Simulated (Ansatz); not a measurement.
## Where V_H (site 2) puts its levels in the gap of BeH2 (Ibam)

Charge states of V_H (site 2) in BeH2 (Ibam), set against the band edges. Model: a cell of 72 host atoms with 1 H taken out.

Main program and level: Ansatz 0.2.0; place-levels on PBEsol runs: charge-transition levels and formation energies with image-charge correction and potential alignment at the atomic sites.

## 1. The starting structure

The cell holds 71 atoms: 24 Be and 47 H. Its edges and angles: a = 11.555 Å, b = 8.530 Å, c = 9.625 Å, α = 78.8°, β = 46.4°, γ = 54.8°. It derives from BeH2 (space group Ibam). Nearest the centre at fractional (0.539, 0.461, 0.280): Be23 at 1.44 Å, Be14 at 1.44 Å, H69 at 2.33 Å, H65 at 2.33 Å, H41 at 2.34 Å, H43 at 2.34 Å, H35 at 2.38 Å, H59 at 2.38 Å.

Known beforehand: the electronic dielectric constant, (3.63, 3.74, 3.59), and the static one, (4.37, 5.16, 5.26), from a response run on this crystal (DFPT, PBEsol) at that run's own cell.

The cell's shortest repeat is 8.0 Å.

## 2. The runs of each charge state

Levels follow from differences of total energies between charge states, each relaxed by itself.

Each atom starts 0.05 Å or so off its site in a random direction: a symmetric start keeps its symmetry, and would miss off-centre moves and Jahn–Teller distortions. Forces are taken at one point at (¼, ¼, ¼). The cell holds 1 electron more than the neutral one, with a uniform background that keeps it neutral on the whole.

The sampling was tested on the host first: at the k-points planned (1x1x1 shifted 0.25 0.25 0.25) its energy lies 0.000 eV an atom from the dense-mesh value, under the bound of 0.02 eV set for this test; that bounds the host's error, not the defect's.

One of the inputs; charge, spin and start change from state to state.

qm1.relax/input.yaml reads:

```yaml
crystal:
  lattice:
    - [0.0, 8.75735955, 7.53777216]
    - [3.99332615, 0.0, 7.53777216]
    - [3.99332615, 8.75735955, 0.0]
  atoms:
    - { symbol: Be, position: [0.125, 0.625, 0.375] }
    - { symbol: Be, position: [0.375, 0.875, 0.625] }
[... 1 atom line left out ...]
    - { symbol: Be, position: [0.875, 0.375, 0.125] }
[... 1 atom line left out ...]
    - { symbol: Be, position: [0.375, 0.875, 0.125] }
    - { symbol: Be, position: [0.625, 0.125, 0.375] }
[... 4 atom lines left out ...]
    - { symbol: Be, position: [0.77468412, 0.22531588, 0.39340939] }
[... 1 atom line left out ...]
    - { symbol: Be, position: [0.39340939, 0.60659061, 0.27468412] }
[... 6 atom lines left out ...]
    - { symbol: Be, position: [0.22531588, 0.77468412, 0.60659061] }
[... 1 atom line left out ...]
    - { symbol: Be, position: [0.72531588, 0.27468412, 0.10659061] }
[... 2 atom lines left out ...]
    - { symbol: H, position: [0.41190418, 0.24209117, 0.49854513] }
[... 5 atom lines left out ...]
    - { symbol: H, position: [0.75790883, 0.58809582, 0.15254049] }
    - { symbol: H, position: [0.24854513, 0.59745951, 0.66190418] }
[... 1 atom line left out ...]
    - { symbol: H, position: [0.74854513, 0.09745951, 0.16190418] }
[... 3 atom lines left out ...]
    - { symbol: H, position: [0.59745951, 0.24854513, 0.49209117] }
[... 1 atom line left out ...]
    - { symbol: H, position: [0.21958051, 0.78041949, 0.46069034] }
[... 1 atom line left out ...]
    - { symbol: H, position: [0.71958051, 0.28041949, 0.96069034] }
[... 13 atom lines left out ...]
    - { symbol: H, position: [0.40254049, 0.75145487, 0.50790883] }
[... 1 atom line left out ...]
    - { symbol: H, position: [0.90254049, 0.25145487, 0.00790883] }
[... 3 atom lines left out ...]
    - { symbol: H, position: [0.75145487, 0.40254049, 0.33809582] }
[... 1 atom line left out ...]
    - { symbol: H, position: [0.49209117, 0.66190418, 0.09745951] }
[... 3 atom lines left out ...]
    - { symbol: H, position: [0.33809582, 0.50790883, 0.25145487] }
[... 1 atom line left out ...]
    - { symbol: H, position: [0.83809582, 0.00790883, 0.75145487] }
  host:
    repeats: [1, 1, 1]
    atoms:
      - { symbol: Be, position: [0.125, 0.625, 0.375] }
      - { symbol: Be, position: [0.375, 0.875, 0.625] }
      # ... 70 more atoms of the perfect host
total_charge: -1
basis:
  ecutwfc: 420
  xc_grid: 2
hamiltonian:
  xc: pbesol
kpoints:
  mp_grid: { grid: [1, 1, 1], shift: [0.25, 0.25, 0.25] }
scf:
  occupations: { method: fixed }
  max_iter: 100
output:
  forces: true
  charged_corrections:
    epsilon: [3.63, 3.74, 3.59]
    static_epsilon: [4.37, 5.16, 5.26]
    defect_position: [0.53931, 0.46069, 0.280419]
relax:
  f_tol: 0.02
  max_steps: 80
  random_displacement: { amplitude: 0.05, seed: 4774 }
checkpoint:
  write: "../qm1.relax.run"
  compress: false
  write_wavefunctions: true
  write_every: 100000
```

Launch:

```
ansatz run input.yaml --threads 4 --pin off --max-ram 7536MiB --backend cpu --events-out ev --progress --plain --runs-dir out
```

Defect states can disperse in a cell of this size, so the energy is taken again at a 2×2×2 shifted mesh, on the relaxed structure.

The run of this state that the levels use, under PBEsol:

qm1.point/input.yaml reads:

```yaml
crystal:
  checkpoint: "../qm1.relax.run"
  host: checkpoint
total_charge: -1
basis:
  ecutwfc: 420
  xc_grid: 2
hamiltonian:
  xc: pbesol
kpoints:
  mp_grid: { grid: [2, 2, 2], shift: [0.5, 0.5, 0.5] }
scf:
  occupations: { method: fermi_dirac, width: 0.01 }
  max_iter: 100
output:
  forces: true
  eigenvalues: true
  charged_corrections:
    epsilon: [3.63, 3.74, 3.59]
    static_epsilon: [4.37, 5.16, 5.26]
    defect_position: [0.53931, 0.46069, 0.280419]
  eigenstates: { localisation: true }
  populations: true
  band_densities: [{ bands: [v1, v1] }, { bands: [c1, c1] }]
  write_density: true
  write_potential: true
  volumetric_format: npy
checkpoint:
  read: "../qm1.relax.run"
  write: "../qm1.point.run"
  compress: false
  write_wavefunctions: false
  write_every: 100000
```

Relaxations under PBEsol at one point at (¼, ¼, ¼); times on 4 threads of Arm Neoverse V1, shared host:

| charge | moment (μB) | occupations | outcome | steps | largest displacement against the far atoms (Å) | time |
| --- | --- | --- | --- | --- | --- | --- |
| −1 | 0 | fixed | converged | 7 | 0.19 | 18 s |
| 0 | 1 | fixed | converged | 7 | 0.09 | 33 s |
| +1 | 0 | fixed | converged | 17 | 0.84 | 40 s |

Single points under PBEsol at a 2×2×2 shifted mesh; times on 4 threads of Arm Neoverse V1, shared host:

| charge | moment (μB) | occupations | outcome | time |
| --- | --- | --- | --- | --- |
| −1 | 0 | fermi-dirac | converged | 17 s |
| 0 | 1 | fermi-dirac | converged | 40 s |
| +1 | 0 | fermi-dirac | converged | 16 s |

Distances (Å) from the ideal centre to the nearest atoms after relaxation with PBEsol:

| charge | moment (μB) | 1. | 2. | 3. | 4. | 5. | 6. |
| --- | --- | --- | --- | --- | --- | --- | --- |
| −1 | 0 | Be 1.28 | Be 1.32 | H 2.26 | H 2.28 | H 2.32 | H 2.35 |
| 0 | 1 | Be 1.45 | Be 1.46 | H 2.27 | H 2.30 | H 2.31 | H 2.35 |
| +1 | 0 | H 2.04 | Be 2.22 | Be 2.23 | H 2.28 | H 2.38 | H 2.53 |

## 3. place-levels, PBEsol

A charged cell interacts with its images and the background, and its potential has another zero than the host's. place-levels removes the first by a point-charge model, screened by the static dielectric constant since the ions have relaxed around the charge, and the second by comparing potentials at atoms far from the defect.

The host is a run of the defect-free crystal in the same cutoffs, grids and k-points, so that basis and sampling errors cancel in part in the differences. Its band edges come from a run of the primitive cell that searches the zone for them. Chemical potentials are energies per atom of H (H2 molecule), run with the same functional and cutoff.

levels.point.yaml reads:

```yaml
host:
  run: host.point.run
  levels_from: { run: edges.point.run }
states: [qm1.point.run, q0_M1.point.run, qp1.point.run]
geometry_from:
  qm1.point.run: qm1.relax.run
  q0_M1.point.run: q0_M1.relax.run
  qp1.point.run: qp1.relax.run
  host.point.run: host.relax.run
chemical_potentials:
  H:
    energy: -15.609288
    dataset: "<sha256 of the dataset>"
epsilon: [3.63, 3.74, 3.59]
static_epsilon: [4.37, 5.16, 5.26]
vertical:
  - { from: qm1.point.run, to: qm1.point_neutral.run }
  - { from: qp1.point.run, to: qp1.point_neutral.run }
```

Launch:

```
ansatz place-levels levels.point.yaml -- --threads 4 --pin off --max-ram 7536MiB
```

Numbers of over 12 decimals in the logs are rounded to 6 here.

What it wrote:

```text
[... repeated set-up lines and file paths are left out, and long positions are rounded to six places ...]
(+1/0) 3.086 eV above the valence edge, 1.741 eV under the conduction edge
(0/-1) 3.522 eV above the valence edge, 1.306 eV under the conduction edge
formation energy of charge +1: -1.360 eV with the Fermi level at the valence edge
formation energy of charge 0: +1.726 eV with the Fermi level at the valence edge
formation energy of charge -1: +5.248 eV with the Fermi level at the valence edge
vertical -1 to 0: no energy, since no alignment is typed
  the change from vertical[0].from (qm1.point.run) to vertical[0].to (qm1.point_neutral.run): by its potential at epsilon [3.63, 3.74, 3.59] it stands at 0.546 0.450 0.236, with an rms radius of about 2.0 Å (1.3 1.3 0.9 Å across the planes of the cell's [...]
vertical +1 to 0: no energy, since no alignment is typed
  the change from vertical[1].from (qp1.point.run) to vertical[1].to (qp1.point_neutral.run): by its potential at epsilon [3.63, 3.74, 3.59] it stands at 0.281 0.527 0.281, with an rms radius of about 3.5 Å (2.4 2.0 1.6 Å across the planes of the cell's [...]
  edges by pbesol of host.levels_from (edges.point.run), its mesh sampled to repeats of 31.95 Å (the valence edge +0.207 eV and the conduction edge -0.520 eV from those of the host's own run), gap 4.827 eV; the host is sampled to repeats of 17.06 Å
  the defect's cells are sampled to repeats of 17.06 Å, like sampling
  charge +1: -2906.9782 eV with its correction of +0.384 eV, at epsilon [4.37, 5.16, 5.26], aligned at sites: -0.1354 eV, mean over 11 atomic sites at or beyond 3.99 Å from the defect at [0.5393, 0.4607, 0.2804], with +0.017318 for the charge's moments and [...]
  charge 0: +0.000 eV for its dipole among its images, +0.000 omitted
  charge -1: -2902.2200 eV with its correction of +0.507 eV, at epsilon [4.37, 5.16, 5.26], aligned at sites: +0.0126 eV, mean over 11 atomic sites at or beyond 3.99 Å from the defect at [0.5393, 0.4607, 0.2804], with -0.001712 for the charge's moments and [...]
  of states[2] (qp1.point.run): it parts from the run at its places by a charge that spreads by about 2.4 Å along one vector (1.1 Å or more is wide), by its potential at epsilon [3.63, 3.74, 3.59], taken for that of held ions (one typed too small widens it), [...]
  of states[0] (qm1.point.run): it parts from the run at its places by a charge that spreads by about 1.3 Å along one vector (1.1 Å or more is wide), by its potential at epsilon [3.63, 3.74, 3.59], taken for that of held ions (one typed too small widens it), [...]
  of vertical[0].from (qm1.point.run): its displacements don't fall off away from the defect: farther atoms stand 0.029 Å off the host's places. [...]
  of vertical[0].to (qm1.point_neutral.run): its displacements don't fall off away from the defect: farther atoms stand 0.029 Å off the host's places. [...]
  of vertical[1].from (qp1.point.run): its sublattices stand up to 0.0708 Å off the host's, which by the two runs' forces adds about -0.01 eV to its energy against the host's, and moves the band edges: relax the crystal first, and build the cells on it; [...]
```

Run time: 0.39 s. Hardware: 4 threads of Arm Neoverse V1, shared host.

Levels between the charges placed, in eV above the valence top:

|  | gap (eV) | (+1/0) | (0/−1) |
| --- | --- | --- | --- |
| PBEsol | 4.83 | 3.09 | 3.52 |

Corrections by state:

| charge | moment (μB) | image terms and alignment (eV) | band filling (eV) | ε used | over the lowest of its charge, as the program ranks them, band filling apart (eV) |
| --- | --- | --- | --- | --- | --- |
| +1 | 0.0 | 0.384 | - | principal values (4.37, 5.16, 5.26) | 0.000 |
| 0 | 1.0 | 0.000 | - | - | 0.000 |
| −1 | 0.0 | 0.507 | - | principal values (4.37, 5.16, 5.26) | 0.000 |

The charged structures listed were also run neutral, and place-levels reads from each pair, by the potential or the spins, how wide the charge is by which they differ; that can be the carrier of either run.

| charge | rms radius (Å) | spread where it is widest against the cell (Å) | wide from (Å) | reading |
| --- | --- | --- | --- | --- |
| +1 | 3.5 | 2.36 | 1.13 | wide |
| −1 | 2.0 | 1.28 | 1.13 | wide |

The neutral runs of these pairs need not share the spin of the lowest neutral state, and very wide values only mean spread over the cell.

From the program's caveats on the states, each cut to its opening words:

- charge +1: it parts from the run at its places by a charge that spreads by about 2.4 Å along one vector (1.1 Å or more is wide), by its potential at epsilon [3.63, 3.74, [...]
- charge +1: its sublattices stand up to 0.0708 Å off the host's, which by the two runs' forces adds about -0.01 eV to its energy against the host's, and moves the band [...]
- charge −1: it parts from the run at its places by a charge that spreads by about 1.3 Å along one vector (1.1 Å or more is wide), by its potential at epsilon [3.63, 3.74, [...]
- charge −1: its alignment with the host at atomic sites is doubtful: the mean over the far sites moves by -0.0854 eV from their farther parts to their nearer, more than [...]
- charge −1: its displacements don't fall off away from the defect: farther atoms stand 0.029 Å off the host's places

Chemical potentials of the elements' reference phases, run alike. Formation energy by charge state (elemental references; gap 4.83 eV):

| charge | at valence top (eV) | at conduction bottom (eV) | correction included (eV) |
| --- | --- | --- | --- |
| +1 | -1.36 | 3.47 | 0.38 |
| 0 | 1.73 | 1.73 | 0.00 |
| −1 | 5.25 | 0.42 | 0.51 |

```json
{"Fermi level (eV)": "0.00", "lowest formation energy (eV)": "-1.36"}
{"Fermi level (eV)": "0.44", "lowest formation energy (eV)": "-0.92"}
{"Fermi level (eV)": "0.88", "lowest formation energy (eV)": "-0.48"}
{"Fermi level (eV)": "1.32", "lowest formation energy (eV)": "-0.04"}
{"Fermi level (eV)": "1.75", "lowest formation energy (eV)": "0.39"}
{"Fermi level (eV)": "2.19", "lowest formation energy (eV)": "0.83"}
{"Fermi level (eV)": "2.63", "lowest formation energy (eV)": "1.27"}
{"Fermi level (eV)": "3.07", "lowest formation energy (eV)": "1.71"}
{"Fermi level (eV)": "3.51", "lowest formation energy (eV)": "1.73"}
{"Fermi level (eV)": "3.95", "lowest formation energy (eV)": "1.30"}
{"Fermi level (eV)": "4.39", "lowest formation energy (eV)": "0.86"}
{"Fermi level (eV)": "4.83", "lowest formation energy (eV)": "0.42"}
```

## 4. The same at the relaxations' own k-points

The relaxations' own energies give the levels at their sampling, for comparison.

levels.relax_mesh.yaml reads:

```yaml
host:
  run: host.relax.run
  levels_from: { run: edges.relax.run }
states: [qm1.relax.run, q0_M1.relax.run, qp1.relax.run]
chemical_potentials:
  H:
    energy: -15.609288
    dataset: "<sha256 of the dataset>"
```

Launch:

```
ansatz place-levels levels.relax_mesh.yaml -- --threads 4 --pin off --max-ram 7536MiB
```

What it wrote:

```text
(+1/0) 3.067 eV above the valence edge, 1.761 eV under the conduction edge
(0/-1) 3.484 eV above the valence edge, 1.343 eV under the conduction edge
formation energy of charge +1: -1.327 eV with the Fermi level at the valence edge
formation energy of charge 0: +1.739 eV with the Fermi level at the valence edge
formation energy of charge -1: +5.224 eV with the Fermi level at the valence edge
  edges by pbesol of host.levels_from (edges.relax.run), its mesh sampled to repeats of 31.95 Å (the valence edge +0.218 eV and the conduction edge -0.630 eV from those of the host's own run), gap 4.827 eV; the host is sampled to repeats of 8.53 Å
[... the lines on each state left out ...]
```

Elapsed: 0.16 s, on 4 threads.

Levels between neighbouring charges, in eV above the valence top:

|  | gap (eV) | (+1/0) | (0/−1) |
| --- | --- | --- | --- |
| one point at (¼, ¼, ¼) | 4.83 | 3.07 | 3.48 |
| a 2×2×2 shifted mesh | 4.83 | 3.09 | 3.52 |

Going from one point at (¼, ¼, ¼) to a 2×2×2 shifted mesh moves the levels that carry no band-filling term by up to 0.04 eV and formation energies against the elements by up to 0.03 eV.

## 5. Summary of results

```yaml
gap_of_the_host: 4.83 eV (PBEsol)
level_plus_1_over_0: 3.09 eV above the valence top
level_0_minus_1: 3.52 eV above the valence top
lowest_of_the_charges_placed_just_above_the_valence_top_0p02_ev: +1
lowest_of_the_charges_placed_just_below_the_conduction_bottom_0p02_ev: −1
lowest_formation_energy_at_mid_gap_of_the_charges_run_elemental_references: 1.05 eV
```

**Reading.** Of the charges placed (−1, 0 and +1), the lowest changes at 3.09 eV (+1/0) and 3.52 eV (0/−1) above the valence top, in a gap of 4.83 eV. Charges above +1 and below −1 were not placed, so these runs say nothing of levels that involve them. States placed: +1 at 0 μB; 0 at 1 μB; −1 at 0 μB. Other spin states or structures, where not listed, weren't placed. Going from one point at (¼, ¼, ¼) to a 2×2×2 shifted mesh moves the levels that carry no band-filling term by up to 0.04 eV and formation energies against the elements by up to 0.03 eV. The program doubts the alignment of potentials for at least one state, a sign that the cell is small. Limits: the images are only 8.0 Å apart; PBEsol makes the gap too small and tends to spread out bound carriers.

[Logs are printed without paths, hosts, clocks, repeated set-up lines and the standing remarks that a program may print on its own settings, such as how far it seeks lower states.]

[Hosts, paths, dates, database ids (printed as entryN), source tags and the programs' standing remarks are cut or masked in the printed files.]

[Where a table of states has a column of steps, it counts the stored structures, which are thinned; the runs took as many ionic steps or more.]

[A defect's name tells the site on which it was built; relaxed atoms can leave that site.]

[For some hosts the program warned that the k-mesh of the response run may be too coarse for force constants and the static dielectric constant; such warnings are not shown here.]
